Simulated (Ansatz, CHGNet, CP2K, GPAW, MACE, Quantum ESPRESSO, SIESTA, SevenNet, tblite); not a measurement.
# Running Pt(100)/Be(0001) interface (64 atoms) with CP2K

Aim: run Pt(100)/Be(0001) interface (64 atoms) in CP2K and see how near its forces come to a plane-wave reference, and at what cost.

Method: the method is named at each step, in CP2K 2026.2.

## 1. Set-up

The cell holds 64 atoms: 24 Pt and 40 Be. Its edges and angles: a = 7.883 Å, b = 6.126 Å, c = 15.503 Å, α = 90.0°, β = 90.0°, γ = 108.8°. Fcc Pt(100), 4 repeat layers, 6 surface cells, strained +0.45 and -1.26 %; hcp Be(0001), 2 layers, 10 cells, -0.45 and +1.29 %; outer planes 2.22 Å apart and 2.02 Å at the second interface of the periodic stack; not relaxed, displaced by a Gaussian of 0.02 Å. Then every atom was moved at random, 0.05 Å r.m.s. a Cartesian component. Regions: Pt, 24 atoms (24 Pt); Be, 40 atoms (40 Be). The structure's axis is c.

The yardstick, on the same geometry:

- method: Kohn-Sham DFT, PBE, PAW, plane waves (Ansatz 0.2.0); cutoff 420 eV, Γ point, fermi-dirac smearing of 0.05 eV; PAW set soft_2
- r.m.s. force component: 0.773 eV/Å
- longest force: 2.886 eV/Å
- pressure: 4.388 GPa
- SCF cycles: 10
- time: 11 s on 4 threads of Arm Neoverse V1, shared host
- CPU time: 32 s

## 2. PBE, DZVP-UZH, 600/50 Ry, diagonalisation

Method: Kohn-Sham DFT, PBE, GTH-PBE pseudopotentials, Gaussian and plane waves, DZVP-MOLOPT (UZH set), diagonalisation.

Input file input.inp:

```
&GLOBAL
  PROJECT cell
  RUN_TYPE ENERGY_FORCE
  PRINT_LEVEL LOW
&END GLOBAL
&FORCE_EVAL
  METHOD QS
  STRESS_TENSOR ANALYTICAL
  &DFT
    BASIS_SET_FILE_NAME BASIS_MOLOPT_UZH
    POTENTIAL_FILE_NAME POTENTIAL_UZH
    &MGRID
      CUTOFF 600
      REL_CUTOFF 50
      NGRIDS 5
    &END MGRID
    &QS
      EPS_DEFAULT 1.0E-12
    &END QS
    &SCF
      SCF_GUESS ATOMIC
      EPS_SCF 1.0E-06
      MAX_SCF 200
      ADDED_MOS 41
      &DIAGONALIZATION
        ALGORITHM STANDARD
      &END DIAGONALIZATION
      &SMEAR ON
        METHOD FERMI_DIRAC
        ELECTRONIC_TEMPERATURE [K] 580
      &END SMEAR
      &MIXING
        METHOD BROYDEN_MIXING
        ALPHA 0.15
        NBROYDEN 8
      &END MIXING
      &PRINT
        &RESTART OFF
        &END RESTART
      &END PRINT
    &END SCF
    &XC
      &XC_FUNCTIONAL PBE
      &END XC_FUNCTIONAL
    &END XC
    &PRINT
      &MULLIKEN ON
      &END MULLIKEN
      &HIRSHFELD ON
        SHAPE_FUNCTION DENSITY
      &END HIRSHFELD
      &MO ON
        EIGENVALUES T
        OCCUPATION_NUMBERS T
        MO_INDEX_RANGE 245 268
        &EACH
          QS_SCF 0
        &END EACH
        ADD_LAST NUMERIC
      &END MO
    &END PRINT
  &END DFT
  &SUBSYS
    &CELL
      A 7.88350 0.00000 0.00000
      B -1.97134 5.80046 0.00000
      C 0.00000 0.00000 15.50256
    &END CELL
    &COORD
      Pt 3.94419 3.93410 0.00899
      Pt 4.00467 1.90534 1.94433
      Pt 3.98575 3.82668 3.96168
      Pt 3.95596 1.97627 5.77904
      Pt 5.90145 1.91270 0.00403
      Pt 5.95702 0.05725 2.01967
      Pt 5.88998 2.00934 3.94230
      Pt 5.88192 0.00615 5.99344
      Pt -0.05415 3.82065 15.42040
      Pt 0.07069 2.00980 1.93332
      Pt -0.07973 3.80429 3.88587
      Pt -0.03873 1.95458 5.93919
      Pt 2.03658 1.96415 0.01721
      Pt -0.07965 5.73770 1.90914
      Pt 2.01498 2.02842 3.95222
      Pt -0.07429 5.75696 5.96849
      Pt 3.93517 0.02448 0.07178
      Pt 2.04893 3.84385 2.00448
      Pt 1.90648 5.70812 3.99594
      Pt 1.95525 3.82836 5.86074
      Pt -1.94958 5.76937 0.00264
      Pt 5.96317 3.79188 2.11796
      Pt 7.82816 0.01856 4.00881
      Pt 5.91754 3.89043 5.98492
      Be 1.57232 0.54130 8.07342
      Be -1.01079 5.04350 9.93916
      Be 1.57895 0.45406 11.62475
      Be -0.91907 5.10417 13.46552
      Be -0.27382 3.96850 8.17341
      Be 6.92007 2.77030 9.86598
      Be -0.28750 4.05771 11.63932
      Be -0.92437 2.85139 13.45700
      Be -0.34868 1.67152 8.07575
      Be 6.94178 0.46056 9.93296
      Be -0.25289 1.55110 11.54507
      Be 6.88378 0.47442 13.49219
      Be 5.61745 5.13016 8.17093
      Be 5.13115 3.96815 10.01620
      Be 5.55493 5.18631 11.80566
      Be 4.93463 4.03654 13.43514
      Be 5.67400 2.82204 8.15233
      Be 4.92934 1.62738 9.95450
      Be 5.60019 2.84484 11.84954
      Be 4.92061 1.64402 13.52304
      Be 5.62600 0.47987 8.18101
      Be 3.04971 5.19188 9.84831
      Be 5.66255 0.42407 11.70381
      Be 3.03395 5.07563 13.43467
      Be 3.51233 3.94524 8.21341
      Be 3.00937 2.92691 9.93916
      Be 3.71084 3.93294 11.71373
      Be 2.91947 2.81868 13.45669
      Be 3.65133 1.58150 8.17853
      Be 3.03552 0.50528 10.01310
      Be 3.61208 1.76172 11.67064
      Be 3.09148 0.44385 13.41995
[... 4 atom lines left out ...]
      Be 1.69250 2.84089 8.12815
      Be 1.03970 1.66148 9.83622
      Be 1.76355 2.80974 11.78257
      Be 0.98149 1.76989 13.50862
    &END COORD
    &KIND Pt
      BASIS_SET DZVP-MOLOPT-PBE-GTH-q18
      POTENTIAL GTH-PBE-q18
    &END KIND
    &KIND Be
      BASIS_SET DZVP-MOLOPT-PBE-GTH-q2
      POTENTIAL GTH-PBE-q2
    &END KIND
  &END SUBSYS
  &PRINT
    &FORCES ON
    &END FORCES
    &STRESS_TENSOR ON
    &END STRESS_TENSOR
  &END PRINT
&END FORCE_EVAL
```

Launch:

```sh
$ OMP_NUM_THREADS=1 mpirun -np 4 cp2k.psmp -i input.inp > output.txt
```

Numbers of over 12 decimals in the logs are rounded to 6 here.

Log:

```text
CP2K| version string:                                       CP2K version 2026.2
 CP2K| Input file name                                                 input.inp
 GLOBAL| Basis set file name                                    BASIS_MOLOPT_UZH
 GLOBAL| Potential file name                                       POTENTIAL_UZH
 GLOBAL| Run type                                                   ENERGY_FORCE
 GLOBAL| Total number of message passing processes                             4
 GLOBAL| Number of threads for this process                                    1
 TOTAL NUMBERS AND MAXIMUM NUMBERS
  Total number of            - Atomic kinds:                                   2
                             - Atoms:                                         64
                             - Shell sets:                                    64
                             - Shells:                                       312
                             - Primitive Cartesian functions:                344
                             - Cartesian basis functions:                    944
                             - Spherical basis functions:                    824
  Maximum angular momentum of- Orbital basis functions:                        3
                             - Local part of the GTH pseudopotential:          2
                             - Non-local part of the GTH pseudopotential:      5
 SCF PARAMETERS         Density guess:                                    ATOMIC
                        max_scf:                                             200
                        eps_scf:                                        1.00E-06
                        added MOs                                        41    0
                        Mixing method:                            BROYDEN_MIXING
                                                charge density mixing in g-space
                        Smear method:                                FERMI_DIRAC
                        Electronic temperature [K]:                        580.0
                        Electronic temperature [a.u.]:                  1.84E-03
                        Accuracy threshold:                             1.00E-10
 Extrapolation method: initial_guess
 Number of electrons:                                                        512
 Number of occupied orbitals:                                                256
 Number of molecular orbitals:                                               297
 Number of orbital functions:                                                824
 Number of independent orbital functions:                                    824
 SCF WAVEFUNCTION OPTIMIZATION
  Step     Update method      Time    Convergence         Total energy    Change
     1 NoMix/Diag. 0.15E+00    7.1     1.77778207     -2943.5608884112 -2.94E+03
     2 Broy./Diag. 0.15E+00   13.0     0.43234244     -2921.9097732544  2.17E+01
     3 Broy./Diag. 0.15E+00   13.0     0.18302923     -2947.4982198899 -2.56E+01
     4 Broy./Diag. 0.15E+00   13.0     0.17173289     -2941.5826449828  5.92E+00
[...]
29 Broy./Diag. 0.15E+00   13.0     0.00000125     -2929.9567877827 -2.04E-05
    30 Broy./Diag. 0.15E+00   13.0     0.00000081     -2929.9568012104 -1.34E-05
  *** SCF run converged in    30 steps ***
  Electronic density on regular grids:       -511.9999999996        0.0000000004
  Core density on regular grids:              511.9999999983       -0.0000000017
  Total charge density on r-space grids:       -0.0000000014
  Total charge density g-space grids:          -0.0000000014
  Overlap energy of the core charge distribution:               0.011094
  Self energy of the core charge distribution:              -4446.194883
  Core Hamiltonian energy:                                   1004.724877
  Hartree energy:                                             816.497332
  Exchange-correlation energy:                               -304.978707
  Electronic entropic energy:                                  -0.016514
  Fermi energy:                                                 0.367159
  Total energy:                                             -2929.956801
  Total energy (extrapolated to T->0):                      -2929.948544
 MO| EIGENVALUES AND OCCUPATION NUMBERS
 MO|
 MO|  Index      Eigenvalue [a.u.]        Eigenvalue [eV]             Occupation
 MO|    245               0.346027               9.415873               1.999980
 MO|    246               0.348976               9.496120               1.999900
 MO|    247               0.351330               9.560176               1.999638
[...]
MO|    267               0.392352              10.676430               0.000002
 MO|    268               0.397416              10.814246               0.000000
 MO| Sum:                                                             512.000000
 MO| E(Fermi):            0.367159 a.u.          9.990892 eV
 !-----------------------------------------------------------------------------!
                     Mulliken Population Analysis
 #  Atom  Element  Kind  Atomic population                           Net charge
       1     Pt       1         18.135973                             -0.135973
       2     Pt       1         17.980480                              0.019520
       3     Pt       1         17.980700                              0.019300
[...]
63     Be       2          2.020800                             -0.020800
      64     Be       2          1.891658                              0.108342
 # Total charge                            512.000000                  0.000000
 !-----------------------------------------------------------------------------!
 !-----------------------------------------------------------------------------!
                           Hirshfeld Charges
  #Atom  Element  Kind  Ref Charge     Population                    Net charge
      1       Pt     1      18.000         17.929                         0.071
      2       Pt     1      18.000         17.981                         0.019
      3       Pt     1      18.000         17.981                         0.019
[...]
63       Be     2       2.000          2.017                        -0.017
     64       Be     2       2.000          2.031                        -0.031
  Total Charge                                                           -0.000
 !-----------------------------------------------------------------------------!
 ENERGY| Total FORCE_EVAL ( QS ) energy [hartree]          -2929.956796
 FORCES| Atomic forces [hartree/bohr]
 FORCES|   Atom     x               y               z               |f|
 FORCES|      1 -7.49155382E-03  5.66297648E-04 -2.32268879E-02   2.44117265E-02
 FORCES|      2 -1.21073249E-02 -8.07929140E-04  7.19981241E-03   1.41094778E-02
 FORCES|      3 -9.33221990E-03  3.32583888E-02 -6.63266974E-03   3.51738974E-02
[...]
FORCES|     63 -8.32744098E-03 -5.35609385E-03 -2.01054040E-02   2.24111866E-02
 FORCES|     64 -7.75192843E-03 -1.24369672E-02 -2.50436662E-03   1.48674948E-02
 FORCES| Sum    -6.18710558E-06 -2.96298115E-07 -1.11979533E-05
 FORCES| Total atomic force                                       1.27969616E-05
 STRESS| Analytical stress tensor [bar]
 STRESS|                        x                   y                   z
 STRESS|      x        1.39574087498E+05   1.21568862919E+05  -1.13321654009E+04
 STRESS|      y        1.21568862919E+05  -1.64311088861E+04   2.55304606132E+03
 STRESS|      z       -1.13321654009E+04   2.55304606132E+03  -1.19704870893E+04
 STRESS| 1/3 Trace                                             3.70574971742E+04
```

Wall time 7.2 min (4 MPI ranks of Arm Neoverse V1, shared host); peak memory 4.5 GiB; 29 min of CPU time.

Banners, paths, timers and routine set-up lines are dropped from the logs unmarked, and long logs keep their key lines alone; longer cuts are marked.

Against the reference:

```
r.m.s. force component                  : 0.7524 eV/Å
r.m.s. difference of force components   : 126.5 meV/Å
longest difference of force vectors     : 405.7 meV/Å
force difference over r.m.s. force      : 16.37 %
slope of forces against the reference's : 0.9603
correlation of force components         : 0.9866
pressure                                : 3.706 GPa
pressure difference                     : -0.6819 GPa
```

Length of the force difference by element (eV/Å):

| element | atoms | mean | most |
| --- | --- | --- | --- |
| Be | 40 | 0.19 | 0.41 |
| Pt | 24 | 0.18 | 0.40 |

Local excerpt of 12 atoms (numbers count through the whole input) about Pt17, whose charge lies farthest from its element's mean; x, y, z are measured from there.

| atom | x | y | z | distance (Å) | Hirshfeld charge (e) | Fx | Fy | Fz (eV/Å) |
| --- | --- | --- | --- | --- | --- | --- | --- | --- |
| Pt17 | 0.00 | 0.00 | 0.00 | 0.00 | 0.09 | 0.11 | -0.70 | -0.85 |
| Be56 | -0.84 | 0.42 | -2.15 | 2.35 | -0.03 | -1.13 | 0.56 | 0.45 |
| Be48 | 1.07 | -0.75 | -2.14 | 2.51 | -0.05 | -0.51 | 0.34 | 0.64 |
| Pt2 | 0.07 | 1.88 | 1.87 | 2.65 | 0.02 | -0.62 | -0.04 | 0.37 |
| Pt13 | -1.90 | 1.94 | -0.05 | 2.71 | 0.07 | -0.12 | -0.70 | -0.78 |
| Pt5 | 1.97 | 1.89 | -0.07 | 2.73 | 0.07 | 0.58 | 0.00 | -1.20 |
| Pt1 | 1.98 | -1.89 | -0.06 | 2.74 | 0.07 | -0.39 | 0.03 | -1.19 |
| Pt14 | -2.04 | -0.09 | 1.84 | 2.75 | 0.00 | 1.08 | 1.12 | 0.78 |
| Pt18 | 0.09 | -1.98 | 1.93 | 2.77 | 0.00 | 0.03 | 0.83 | -0.07 |
| Be44 | 0.99 | 1.62 | -2.05 | 2.79 | -0.04 | -0.36 | -0.10 | -0.22 |
| Pt6 | 2.02 | 0.03 | 1.95 | 2.81 | 0.00 | -0.03 | -0.58 | 0.43 |
| Pt9 | -2.02 | -2.00 | -0.15 | 2.85 | 0.08 | 0.52 | 0.59 | -1.42 |

Forces lie 16 % from the reference's, at 55 times its CPU time.

## 3. PBE, SZV-MOLOPT-SR, 600/50 Ry, diagonalisation

Method: Kohn-Sham DFT, PBE, GTH-PBE pseudopotentials, Gaussian and plane waves, SZV-MOLOPT-SR-GTH, diagonalisation.

Changes to input.inp since step 2:

```diff
@@ -9,4 +9,4 @@
   &DFT
-    BASIS_SET_FILE_NAME BASIS_MOLOPT_UZH
-    POTENTIAL_FILE_NAME POTENTIAL_UZH
+    BASIS_SET_FILE_NAME BASIS_MOLOPT
+    POTENTIAL_FILE_NAME GTH_POTENTIALS
     &MGRID
@@ -23,3 +23,3 @@
       MAX_SCF 200
-      ADDED_MOS 41
+      ADDED_MOS 32
       &DIAGONALIZATION
@@ -54,3 +54,3 @@
         OCCUPATION_NUMBERS T
-        MO_INDEX_RANGE 245 268
+        MO_INDEX_RANGE 285 308
         &EACH
@@ -69,6 +69,31 @@
     &COORD
-[... 64 atom lines left out: the same atoms as in the first run ...]
+      SCALED
+      Pt 0.66991 0.67824 0.00058
+      Pt 0.59012 0.32848 0.12542
+      Pt 0.67055 0.65972 0.25555
+      Pt 0.58700 0.34071 0.37278
+      Pt 0.83104 0.32975 0.00026
+      Pt 0.75810 0.00987 0.13028
+      Pt 0.83375 0.34641 0.25430
+      Pt 0.74637 0.00106 0.38661
+      Pt 0.15784 0.65868 0.99470
+      Pt 0.09561 0.34649 0.12471
+      Pt 0.15389 0.65586 0.25066
+      Pt 0.07935 0.33697 0.38311
+      Pt 0.34301 0.33862 0.00111
+      Pt 0.23725 0.98918 0.12315
+      Pt 0.34304 0.34970 0.25494
+      Pt 0.23876 0.99250 0.38500
+      Pt 0.50022 0.00422 0.00463
+      Pt 0.42561 0.66268 0.12930
+      Pt 0.48791 0.98408 0.25776
+      Pt 0.41306 0.66001 0.37805
+[... 40 atom lines left out ...]
+      Be 0.33716 0.48977 0.52431
+      Be 0.20351 0.28644 0.63449
+      Be 0.34483 0.48440 0.76004
+      Be 0.20080 0.30513 0.87138
     &END COORD
     &KIND Pt
-      BASIS_SET DZVP-MOLOPT-PBE-GTH-q18
+      BASIS_SET SZV-MOLOPT-SR-GTH-q18
       POTENTIAL GTH-PBE-q18
@@ -76,4 +101,4 @@
     &KIND Be
-      BASIS_SET DZVP-MOLOPT-PBE-GTH-q2
-      POTENTIAL GTH-PBE-q2
+      BASIS_SET SZV-MOLOPT-SR-GTH-q4
+      POTENTIAL GTH-PBE-q4
     &END KIND
```

Launch:

```sh
$ OMP_NUM_THREADS=2 cp2k.psmp -i input.inp > output.txt
```

Log:

```text
CP2K| version string:                                       CP2K version 2026.2
 CP2K| Input file name                                                 input.inp
 GLOBAL| Basis set file name                                        BASIS_MOLOPT
 GLOBAL| Potential file name                                      GTH_POTENTIALS
 GLOBAL| Run type                                                   ENERGY_FORCE
 GLOBAL| Total number of message passing processes                             1
 GLOBAL| Number of threads for this process                                    2
 TOTAL NUMBERS AND MAXIMUM NUMBERS
  Total number of            - Atomic kinds:                                   2
                             - Atoms:                                         64
[... lines left out ...]
                        Smear method:                                FERMI_DIRAC
[... lines left out ...]
 Number of electrons:                                                        592
[... lines left out ...]
  Step     Update method      Time    Convergence         Total energy    Change
[... lines left out ...]
  *** SCF run converged in    39 steps ***
[... lines left out ...]
  Fermi energy:                                                 0.662449
  Total energy:                                             -3456.663231
  Total energy (extrapolated to T->0):                      -3456.653284
[... lines left out ...]
 MO| E(Fermi):            0.662449 a.u.         18.026168 eV
[... lines left out ...]
 !-----------------------------------------------------------------------------!
 !-----------------------------------------------------------------------------!
                           Hirshfeld Charges
  #Atom  Element  Kind  Ref Charge     Population                    Net charge
      1       Pt     1      18.000         18.188                        -0.188
      2       Pt     1      18.000         17.946                         0.054
      3       Pt     1      18.000         17.952                         0.048
[...]
63       Be     2       4.000          3.947                         0.053
     64       Be     2       4.000          3.980                         0.020
  Total Charge                                                           -0.000
 !-----------------------------------------------------------------------------!
 ENERGY| Total FORCE_EVAL ( QS ) energy [hartree]          -3456.663243
 FORCES| Atomic forces [hartree/bohr]
 FORCES|   Atom     x               y               z               |f|
 FORCES|      1 -6.47059363E-03  4.14961026E-03  8.37864525E-02   8.41383234E-02
 FORCES|      2 -1.95510894E-02 -9.75308093E-03  1.08261669E-02   2.43838794E-02
 FORCES|      3 -9.19461999E-03  3.97397744E-02 -1.11351402E-02   4.22821718E-02
[...]
FORCES|     63 -2.89333447E-03 -3.17055963E-02 -3.75647226E-02   4.92414927E-02
 FORCES|     64 -2.66171332E-02 -2.28876161E-02  1.68124477E-02   3.89226560E-02
 FORCES| Sum    -4.47020764E-04  4.59157752E-05 -1.12522450E-03
 FORCES| Total atomic force                                       1.21163773E-03
 STRESS| Analytical stress tensor [bar]
 STRESS|                        x                   y                   z
 STRESS|      x        1.08451260175E+06   1.61762408589E+05  -3.69816692353E+04
 STRESS|      y        1.61762408589E+05   7.10290732371E+05   2.32787213650E+04
 STRESS|      z       -3.69816692353E+04   2.32787213650E+04   8.78190977731E+05
 STRESS| 1/3 Trace                                             8.90998103952E+05
```

Run time: 4.1 min. Hardware: 2 threads; peak memory 2 GiB.

Compared with the plane-wave run:

```
r.m.s. force component                  : 1.596 eV/Å
r.m.s. difference of force components   : 1446 meV/Å
longest difference of force vectors     : 5767 meV/Å
force difference over r.m.s. force      : 187.1 %
slope of forces against the reference's : 0.8806
correlation of force components         : 0.4266
pressure                                : 89.1 GPa
pressure difference                     : 84.71 GPa
```

This is a coarse setting, run to see what it loses.

Against the first run (16 %), the force difference from the reference is 187 %, at 0.28 times the CPU time (on 2 against 4 cores), with 320 basis functions against 824; this set comes with other potentials too, so the change isn't the basis's alone.

(Part 1 of 2 ends here.)

[Also dropped from logs without a mark: logging warnings of Python, and SIESTA's first energy breakdown and zero terms.]

[Logs are printed without paths, hosts, clocks, repeated set-up lines and the standing remarks that a program may print on its own settings, such as how far it seeks lower states.]

[Hosts, paths, dates, database ids (printed as entryN), source tags and the programs' standing remarks are cut or masked in the printed files.]
